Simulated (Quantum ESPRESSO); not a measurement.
Cobalt: non-collinear starts. Symmetry: P6_3/mmc, No. 194, hexagonal system. The conventional cell has a = 2.507 Å, b = 2.507 Å, c = 4.070 Å, α = 90.00°, β = 90.00°, γ = 120.00°. Nearest to Co lie 12 Co at 2.50 to 2.51 Å. The calculation used LDA; plane waves with GBRV 1.5 LDA potentials, no spin-orbit coupling (and 1 further level or step) in Quantum ESPRESSO 7.5, with GBRV 1.5 LDA, potential files Co: co_lda_v1.2.uspp.F.UPF, cutoff 462.59 eV, 8×8×4 k-mesh, 48 bands, fermi-dirac occupations, smearing width 0.1 eV, SCF threshold 2.00e-8, starting moments 2 2 μB in one of its runs. The lowest start is collinear parallel, random 1 and two sublattices 120 degrees apart, the its final state is ferromagnetic and the its moments are 1.68 μB. The its net moment is 3.24 μB a cell. It took 4 runs, 2.4 min in all on 4 MPI ranks of Arm Neoverse V2, shared host (the runs of this entry). No finished start ends non-collinear. The mesh is coarse, so differences of some ten meV can be noise where moments are itinerant. Without spin–orbit coupling only the angles between moments matter. The cell holds only so many moments, so longer spirals cannot form in it.

```
Co
1.0
     2.50740    0.00000    0.00000
    -1.25370    2.17147    0.00000
     0.00000    0.00000    4.06990
Co
2
Direct
  0.33333 0.66667 0.25000
  0.66667 0.33333 0.75000
```

[Logs and program files are shortened in this print: banners, set-up blocks, solver, clock and traceback lines can be left out without a mark of their own.]

[Logs are printed without paths, hosts, clocks, repeated set-up lines and the standing remarks that a program may print on its own settings, such as how far it seeks lower states.]

[Hosts, paths, dates, database ids (printed as entryN), source tags and the programs' standing remarks are cut or masked in the printed files.]

[Where a cell is said to come from a database of computed structures, the database is the Materials Project.]
